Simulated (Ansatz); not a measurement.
# F on Pt(111): change of the work function, part 2 of 3

Aim: the work function of Pt(111) at several coverages of F (fcc site), and the dipole that each adsorbate carries.

Ansatz 0.2.0; plane-wave DFT, PBE, Ansatz PAW.

So far, work function, upper face (eV): step 2 (the clean slab) 5.70.

### 3. Adsorbate added, k-mesh 6×6×1, coverage 0.25 ML

System of this step: Pt16F (F/Pt(111)). The cell holds 17 atoms: 16 Pt and 1 F. Its edges and angles: a = 5.544 Å, b = 5.544 Å, c = 26.085 Å, α = 90.0°, β = 90.0°, γ = 60.0°. Vacuum lies along c.

The clean slab as it ended is repeated in the plane and the adsorbate is set on one face; the cell's size fixes the coverage, and the k-mesh shrinks with it to keep the sampling density about even. Adsorbate and upper layers relax, since the dipole depends on the height.

File input.yaml:

```yaml
crystal:
  lattice:
    - [5.5437171645, 1.0e-10, 0.0]
    - [2.7718585822, 4.8009998959, 0.0]
    - [0.0, 0.0, 26.0847643509]
  atoms:
    - { symbol: Pt, position: [0.0, 0.0, 0.3450289939] }
    - { symbol: Pt, position: [0.1666666667, 0.1666666667, 0.4317927854] }
    - { symbol: Pt, position: [0.3333333333, 0.3333333333, 0.520225998] }
    - { symbol: Pt, position: [0.0, 0.0, 0.6097618244] }
    - { symbol: Pt, position: [0.0, 0.5, 0.3450289939] }
    - { symbol: Pt, position: [0.1666666667, 0.6666666667, 0.4317927854] }
    - { symbol: Pt, position: [0.3333333333, 0.8333333333, 0.520225998] }
    - { symbol: Pt, position: [0.0, 0.5, 0.6097618244] }
    - { symbol: Pt, position: [0.5, 0.0, 0.3450289939] }
    - { symbol: Pt, position: [0.6666666667, 0.1666666667, 0.4317927854] }
    - { symbol: Pt, position: [0.8333333333, 0.3333333333, 0.520225998] }
    - { symbol: Pt, position: [0.5, 0.0, 0.6097618244] }
    - { symbol: Pt, position: [0.5, 0.5, 0.3450289939] }
    - { symbol: Pt, position: [0.6666666667, 0.6666666667, 0.4317927854] }
    - { symbol: Pt, position: [0.8333333333, 0.8333333333, 0.520225998] }
    - { symbol: Pt, position: [0.5, 0.5, 0.6097618244] }
    - { symbol: F, position: [0.1666666667, 0.1666666667, 0.6549710061] }
kpoints:
  mp_grid: { grid: [6, 6, 1] }
hamiltonian:
  xc: pbe
scf:
  occupations: { method: fermi_dirac, width: 0.1 }
  convergence: { dr2_threshold: 1.0e-08 }
efield:
  axis: 3
  dipole_correction: true
  ramp_position: 0.97
  ramp_width: 0.06
relax:
  f_tol: 0.02
  max_steps: 60
  constraints: [{ sites: [0, 1, 4, 5, 8, 9, 12, 13] }]
output:
  dos: { projected: true, e_range: [-8, 4] }
  write_potential: true
  write_density: true
  volumetric_format: npy
  elf: true
```

Command:

```sh
$ ansatz run input.yaml --threads 4 --pin off --max-ram 6144MiB --backend cpu --events-out ev --progress --plain --runs-dir out
```

Numbers of over 12 decimals in the logs are rounded to 6 here.

The program printed:

```text
[...]
Crystal: 17 atoms, lattice volume = 694.256 Å³
Basis set: ecut = 420 eV, 13611 PW (Γ), exchange–correlation on 80×80×360 points (8 copies of the dense FFT grid, shifted against one another)
Bands: 177, of which v1, the nominal top of the filled ones, is band 148 counted from 1 (147 counted from 0)
Symmetry: 6 space group operations
[...]
k-points: 7 of 36 (time reversal used)
[...]
SCF iter   1: F=—  HF=-201169.478238 eV  |F-HF|=—  |Δ(HF+E_count)|=         —  Δρ=7.81e-3  dr2=5.61e0  ethr=1.77e-3  p=0.011 e·Å  D=2.78e-3 V/Å  ΔV_dip=-0.07 eV  dr2_dipole=2.36e0  V_vac-E_F(+/−)=5.10/5.18 eV  ⟨swp⟩=7.4  Hψ=5228  notcnv=0  defer=52
[...]
SCF iter  13: F=-201169.425286 eV  HF=-201169.425286 eV  |F-HF|=3.47e-8  |Δ(HF+E_count)|=   1.35e-7  Δρ=8.13e-7  dr2=9.40e-9  ethr=3.39e-12  p=0.069 e·Å  D=1.79e-2 V/Å  ΔV_dip=-0.47 eV  dr2_dipole=1.33e-9  V_vac-E_F(+/−)=5.21/5.68 eV  ⟨swp⟩=16.6  Hψ=9511  notcnv=0
SCF 1 converged in 13 iterations: F = -201169.425286 eV  dr2 = 9.40e-9
[...]
relax step   1: F+E_penalty+E_count = -201169.42528567 eV  Δ(F+E_penalty+E_count) = +0.000e0 eV  max|allowed force component| = 6.020e0 eV/Å  Δτ_max = 0.0000 Å  (13 SCF iters, accepted)
[...]
SCF iter  14: F=-201170.401790 eV  HF=-201170.401790 eV  |F-HF|=3.00e-9  |Δ(HF+E_count)|=   4.55e-8  Δρ=4.58e-7  dr2=5.47e-9  ethr=3.39e-12  p=0.020 e·Å  D=5.14e-3 V/Å  ΔV_dip=-0.13 eV  dr2_dipole=6.95e-10  V_vac-E_F(+/−)=5.56/5.69 eV  ⟨swp⟩=15.1  Hψ=8677  notcnv=0
SCF 2 converged in 14 iterations: F = -201170.401790 eV  dr2 = 5.47e-9
relax step   2: F+E_penalty+E_count = -201170.40179032 eV  Δ(F+E_penalty+E_count) = -9.765e-1 eV  max|allowed force component| = 2.427e0 eV/Å  Δτ_max = 0.1983 Å  (14 SCF iters, accepted)
SCF iter   1: F=—  HF=-201170.977111 eV  |F-HF|=—  |Δ(HF+E_count)|=         —  Δρ=8.61e-3  dr2=3.44e0  ethr=1.45e-3  p=0.020 e·Å  D=5.14e-3 V/Å  ΔV_dip=-0.13 eV  dr2_dipole=1.27e0  V_vac-E_F(+/−)=5.59/5.72 eV  ⟨swp⟩=4.3  Hψ=2759  notcnv=0  defer=77
[...]
SCF iter  14: F=-201170.880151 eV  HF=-201170.880151 eV  |F-HF|=3.77e-8  |Δ(HF+E_count)|=   5.53e-9  Δρ=3.76e-7  dr2=2.32e-9  ethr=3.39e-12  p=-0.048 e·Å  D=-1.26e-2 V/Å  ΔV_dip=0.33 eV  dr2_dipole=2.17e-10  V_vac-E_F(+/−)=6.02/5.69 eV  ⟨swp⟩=14.6  Hψ=8409  notcnv=0
SCF 3 converged in 14 iterations: F = -201170.880151 eV  dr2 = 2.32e-9
relax step   3: F+E_penalty+E_count = -201170.88015094 eV  Δ(F+E_penalty+E_count) = -4.784e-1 eV  max|allowed force component| = 1.074e0 eV/Å  Δτ_max = 0.1948 Å  (14 SCF iters, accepted)
[...]
relax step   4: F+E_penalty+E_count = -201171.01427620 eV  Δ(F+E_penalty+E_count) = -1.341e-1 eV  max|allowed force component| = 1.932e-1 eV/Å  Δτ_max = 0.1898 Å  (14 SCF iters, accepted)
[...]
relax step   5: F+E_penalty+E_count = -201171.00738254 eV  Δ(F+E_penalty+E_count) = +6.894e-3 eV  max|allowed force component| = 3.330e-1 eV/Å  Δτ_max = 0.0423 Å  (12 SCF iters, rejected (line search))
SCF iter   1: F=—  HF=-201171.019188 eV  |F-HF|=—  |Δ(HF+E_count)|=         —  Δρ=2.01e-3  dr2=9.63e-2  ethr=3.52e-4  p=-0.132 e·Å  D=-3.44e-2 V/Å  ΔV_dip=0.90 eV  dr2_dipole=2.88e-2  V_vac-E_F(+/−)=6.59/5.69 eV  ⟨swp⟩=2.7  Hψ=2006  notcnv=0  defer=88
[...]
SCF iter  11: F=-201171.016702 eV  HF=-201171.016702 eV  |F-HF|=3.50e-8  |Δ(HF+E_count)|=   1.37e-7  Δρ=8.24e-7  dr2=7.15e-9  ethr=3.39e-12  p=-0.130 e·Å  D=-3.38e-2 V/Å  ΔV_dip=0.88 eV  dr2_dipole=1.10e-11  V_vac-E_F(+/−)=6.58/5.70 eV  ⟨swp⟩=13.0  Hψ=9486  notcnv=0
SCF 6 converged in 11 iterations: F = -201171.016702 eV  dr2 = 7.15e-9
relax step   6: F+E_penalty+E_count = -201171.01670197 eV  Δ(F+E_penalty+E_count) = -2.426e-3 eV  max|allowed force component| = 6.175e-3 eV/Å  Δτ_max = 0.0174 Å  (11 SCF iters, accepted)
NSCF: frozen V_eff on 7 k-points
[...]
WARN: The output density's exchange-correlation potential varies sharply where the density is thin. Do not read a vacuum level from v_tot or v_xc, or from such a field of the output density. On a cell that repeats whose density bears no net charge and no dipole along the vacuum's axis use v_es (v_loc + v_h of the components); under efield.dipole_correction with no amplitude use v_es + v_field, which holds any externa [...]
SCF converged after 11 iterations
Free energy (F): -201171.016702 eV
[...]
Internal energy: -201170.067571 eV  (E = F + TS)
E sigma→0 (E₀):  -201170.542137 eV
Entropy (-TS):   -0.949131 eV (-55.831 meV/atom)
Fermi energy:    4.219645 eV
Dipole field:    D = -0.033844 V/Å  (p = -0.129851 e·Å, saw-weighted, corrected)
Work function:   Φ+ = 6.5825 eV   Φ− = 5.6997 eV
[...]
--- Forces (eV/Å), atoms counted from 1 ---
  atom   1  Pt     0.00076253     0.00044025    -0.45491876
  atom   2  Pt     0.00000000     0.00000000     0.38655986
  atom   3  Pt     0.00421974     0.00243627    -0.00012368
  atom   4  Pt     0.00058471     0.00033758     0.00319999
  atom   5  Pt     0.00000000    -0.00088050    -0.45491876
  atom   6  Pt    -0.11110335     0.06414555     0.55212530
  atom   7  Pt     0.00000000    -0.00487254    -0.00012368
  atom   8  Pt     0.00000000    -0.00067516     0.00319999
  atom   9  Pt    -0.00076253     0.00044025    -0.45491876
  atom  10  Pt     0.00000000    -0.12829110     0.55212530
  atom  11  Pt    -0.00421974     0.00243627    -0.00012368
  atom  12  Pt    -0.00058471     0.00033758     0.00319999
  atom  13  Pt     0.00000000    -0.00000000    -0.67846719
  atom  14  Pt     0.11110335     0.06414555     0.55212530
  atom  15  Pt    -0.00000000     0.00000000    -0.00617546
  atom  16  Pt    -0.00000000     0.00000000    -0.00395174
  atom  17  F     -0.00000000     0.00000000     0.00117278
  max |Σ_I F_I| component: 1.32e-5 eV/Å
--- Band table (eV; the first three rows and the last of 7) ---
  k-point 0: bands = [... 144 lower, 4.4993, 4.5401, 4.7444, 4.7824, 4.7824, 4.8175, 4.8285, 4.8285, ... 25 higher]
  k-point 1: bands = [... 144 lower, 4.2284, 4.2978, 4.3454, 4.3474, 4.4749, 4.5473, 4.5752, 4.5770, ... 25 higher]
  k-point 2: bands = [... 144 lower, 3.9330, 4.0250, 4.1798, 4.1987, 4.2641, 4.3133, 4.3143, 4.5409, ... 25 higher]
  k-point 6: bands = [... 144 lower, 3.7876, 3.8233, 3.8261, 3.8770, 3.9101, 3.9215, 3.9633, 4.0478, ... 25 higher]
--- Relaxed structure (6 steps of the walk, 5 accepted, 0 SCFs on fresh bases) ---
  F+E_penalty+E_count = -201171.01670197 eV   max|allowed force component| = 6.175e-3 eV/Å
  atoms:
    - { symbol: Pt, position: [-1.7959490104491818e-17, -1.795949010449182e-17, 0.345029] }
    - { symbol: Pt, position: [0.166667, 0.166667, 0.431793] }
    - { symbol: Pt, position: [0.333041, 0.333041, 0.519147] }
    - { symbol: Pt, position: [-0.00193846, -0.00193846, 0.609568] }
    - { symbol: Pt, position: [0.0, 0.5, 0.345029] }
    - { symbol: Pt, position: [0.166667, 0.666667, 0.431793] }
    - { symbol: Pt, position: [0.333041, 0.833918, 0.519147] }
    - { symbol: Pt, position: [-0.00193846, 0.503877, 0.609568] }
    - { symbol: Pt, position: [0.500000, -1.7959490103280128e-17, 0.345029] }
    - { symbol: Pt, position: [0.666667, 0.166667, 0.431793] }
    - { symbol: Pt, position: [0.833918, 0.333041, 0.519147] }
    - { symbol: Pt, position: [0.503877, -0.00193846, 0.609568] }
    - { symbol: Pt, position: [0.500000, 0.5, 0.345029] }
    - { symbol: Pt, position: [0.666667, 0.666667, 0.431793] }
    - { symbol: Pt, position: [0.833333, 0.833333, 0.523875] }
    - { symbol: Pt, position: [0.500000, 0.5, 0.607485] }
    - { symbol: F, position: [0.166667, 0.166667, 0.675611] }
```

Run time: 2.6 min. Hardware: 4 threads of Arm Neoverse V2, shared host; peak memory 2.9 GiB.

This run has no spin polarisation although its electron count is odd.

Relaxation path:

```csv
step,energy less that of the first step (eV),largest force component (eV/Å)
1,0.0000,6.0202
2,-0.9765,2.4269
3,-1.4549,1.0736
4,-1.5890,0.1932
5,-1.5821,0.3330
6,-1.5914,0.0062
```

Relaxation step 5 was tried and not accepted.

Forces are held to the 6 operations that the run works with; a distortion that breaks them can't arise in this run.

The atoms that moved most (Å):

```csv
atom,dx,dy,dz,length
F17,0.000,0.000,0.538,0.538
Pt15,0.000,0.000,0.095,0.095
Pt16,0.000,0.000,-0.059,0.059
Pt7,0.000,0.003,-0.028,0.028
Pt11,0.002,-0.001,-0.028,0.028
Pt3,-0.002,-0.001,-0.028,0.028
Pt4,-0.016,-0.009,-0.005,0.019
Pt8,0.000,0.019,-0.005,0.019
```

Final coordinates:

```xyz
17
Lattice="5.5437 0.0000 0.0000 2.7719 4.8010 0.0000 0.0000 0.0000 26.0848" Properties=species:S:1:pos:R:3
Pt    0.0000    0.0000    9.0000
Pt    1.3859    0.8002   11.2632
Pt    2.7694    1.5989   13.5418
Pt   -0.0161   -0.0093   15.9004
Pt    1.3859    2.4005    9.0000
Pt    2.7719    3.2007   11.2632
Pt    4.1578    4.0036   13.5418
Pt    1.3859    2.4191   15.9004
Pt    2.7719    0.0000    9.0000
Pt    4.1578    0.8002   11.2632
Pt    5.5461    1.5989   13.5418
Pt    2.7880   -0.0093   15.9004
Pt    4.1578    2.4005    9.0000
Pt    5.5437    3.2007   11.2632
Pt    6.9296    4.0008   13.6651
Pt    4.1578    2.4005   15.8461
F     1.3859    0.8002   17.6232
```

This step gave:

| Quantity | Value |
| --- | --- |
| energy at zero smearing | -201170.5421 eV |
| work function, upper face | 6.583 eV |
| work function, lower face | 5.700 eV |
| dipole along the normal | -0.1299 e·Å |
| step between the vacuum levels | 0.8829 eV |

Running mean over 2.263 Å of the planar mean; the ramp of the sawtooth is left out. Table of electron's electrostatic potential energy less the Fermi level by z:

```
z (Å)  electron's electrostatic potential energy less the Fermi level (eV)
    4                                                                 5.70
    5                                                                 5.70
    6                                                                 5.64
    7                                                                 4.62
    8                                                                -4.95
    9                                                                -11.6
   10                                                                -12.1
   11                                                                -12.2
   12                                                                -11.8
   13                                                                -11.9
   14                                                                -11.9
   15                                                                -11.5
   16                                                                -11.5
   17                                                                -4.31
   18                                                                 4.49
   19                                                                 6.23
   20                                                                 6.58
   21                                                                 6.58
   22                                                                 6.58
   23                                                                 6.58
```

The density of states has structure finer than the step of the table below, so its rows give means over 0.5 eV, whole bins alone (the curve runs from -8 to 1.98 eV). Peaks (eV: height): -4.27: 55.3, -3.25: 42.8, -3.16: 53.7, -2.98: 49.2, -2.89: 42.9, -2.53: 47.9, -0.27: 42.1.

Table of density of states by energy, zero at the Fermi level; means over each step:

energy (eV), density of states (states/eV a cell) and a bar:
```
     -7.5        2.4 
     -7.0        6.3 ####
     -6.5       12.8 ###########
     -6.0       20.2 ##################
     -5.5       21.4 ###################
     -5.0       19.2 #################
     -4.5       23.6 ######################
     -4.0       22.7 #####################
     -3.5       28.2 ##########################
     -3.0       31.7 ##############################
     -2.5       20.1 ##################
     -2.0       24.5 #######################
     -1.5       22.4 ####################
     -1.0       26.1 ########################
     -0.5       23.2 #####################
      0.0       29.9 ############################
      0.5       10.3 ########
      1.0        5.6 ###
      1.5        4.2 ##
```

Projected DOS per atom over height of the atomic layer and energy from the Fermi level. Layers: Pt4 Pt4 Pt4 Pt4 F from below.

Ten even steps from '0' (0.02 states/eV) to '9' (3.22 states/eV), each cell a mean:
```
00000
00000
10010
22220
56651
53350
54350
53350
53351
43341
63352
76551
45542
34539
33336
23333
34421
25431
13310
01100
00000
00000
```
Columns: height of the atomic layer (Å) from 9 to 17.6 (not evenly spaced); rows upwards: energy from the Fermi level (eV) from -7.96 to 1.95.

ELF in the ca plane at fractional y = 0.167, with atoms of Pt and F within 0.2 Å of it. It is the smooth field of the valence electrons, not physical close to the nuclei.

Ten even steps from '0' (0.00) to '9' (0.80), each cell a mean:
```
55432233322355432344542112110000000000000000
55432233322355432344543100000000000000000000
43333355433334332233433100000000000000000000
33333677743333321223333210000000000000000000
33333788742333221123332110000000000000000000
33333688742333221123332110000000000000000000
33333566533333322233333200000000000000000000
44332333333344432334443100000000000000000000
55432233322355432345542101000000000000000000
44332334333344432334431245420000000000000000
33333566533333322233322799841000000000000000
33333688743333221122215989962000000000000000
33333788752333221122215978962000000000000000
33333678743333321223213899952000000000000000
43333355433334332233421477631000000000000000
```
Columns run along c (16.0 Å, from fractional 0.34 to 0.95 of the cell), rows up along a (5.5 Å). Atoms in or near the plane, at fractional coordinates: Pt at (0.43, 0.17), Pt at (0.43, 0.67), F at (0.68, 0.17).

Valence density in the ca plane at fractional y = 0.167, with atoms of Pt and F within 0.2 Å of it. It is the smooth field of the valence electrons, not physical close to the nuclei.

Ten steps, logarithmic in the rise over the least value, from '0' (0 e/Å³) to '9' (11 e/Å³), each cell a mean:
```
66432233322456543346642111000000000000000000
66432333322456543345642100000000000000000000
44333466532345432234432100000000000000000000
33334789753233322223321100000000000000000000
22234899863222221122221000000000000000000000
33234799863222221223321000000000000000000000
44333577643334322234432100000000000000000000
55432344332355532345542100000000000000000000
66432233222456543356642110000000000000000000
55432344432355532345542222100000000000000000
43333678643334322233333465310000000000000000
22234799863223221122224798520000000000000000
22234899963222221122224899620000000000000000
33334789753233322223323677410000000000000000
54333466532344432234432343200000000000000000
```
Columns run along c (16.0 Å, from fractional 0.34 to 0.95 of the cell), rows up along a (5.5 Å). Atoms in or near the plane, at fractional coordinates: Pt at (0.43, 0.17), Pt at (0.43, 0.67), F at (0.68, 0.17).

Electrostatic potential energy in the ca plane at fractional y = 0.167, with atoms of Pt and F within 0.2 Å of it. With pseudopotentials it is smooth inside the atoms' cores, unlike the true potential.

Ten even steps from '0' (-47 eV) to '9' (11 eV), each cell a mean:
```
34689888888743578864468999999999999999999999
44689888888753578864468999999999999999999999
66888643588876789876679999999999999999999999
88887200158888899988889999999999999999999999
99986000038998999999999999999999999999999999
88986100048988899998899999999999999999999999
77888411378887889987789999999999999999999999
45788876788864688875578999999999999999999999
33689888898743478863368999999999999999999999
55788866788754588875578999999999999999999999
77888410378877789987789867999999999999999999
88986100048988899998898412799999999999999999
99986000038998999998898311699999999999999999
88887200158888899988889634899999999999999999
66788643588876789876678999999999999999999999
```
Columns run along c (16.0 Å, from fractional 0.34 to 0.95 of the cell; values clipped at the 3rd and 97th percentile), rows up along a (5.5 Å). Atoms in or near the plane, at fractional coordinates: Pt at (0.43, 0.17), Pt at (0.43, 0.67), F at (0.68, 0.17).

The relaxation took 6 steps and lowered the energy by 1.6 eV; the largest force on the free atoms ends at 0.0062 eV/Å.

By hand: a sheet of dipoles makes a step −p/(ε₀A) in the electron's potential. With e/ε₀ = 180.95 V·Å, p = -0.1299 e·Å and A = 26.62 Å², that is −180.95 × (-0.1299) / 26.62 = +0.883 eV, and the two vacuum levels of the run differ by +0.883 eV.

The covered face has 6.58 eV, +0.88 eV against the clean one; the bare back face has moved by +0.03 eV, a measure of how thin the slab is.

(Continued in part 3 of 3.)

[Logs are printed without paths, hosts, clocks, repeated set-up lines and the standing remarks that a program may print on its own settings, such as how far it seeks lower states.]

[Hosts, paths, dates, database ids (printed as entryN), source tags and the programs' standing remarks are cut or masked in the printed files.]

[Maps of the electrostatic potential energy from Ansatz leave out the sawtooth potential of an applied field or a dipole correction, so their vacuum need not be flat; planar profiles and work functions include it.]

[The density of states shown here was stored with 400 of the rows of the run's finer table, so its peaks can read low, often by over a quarter, or be missed, and its means over a window can be off by a tenth or more.]
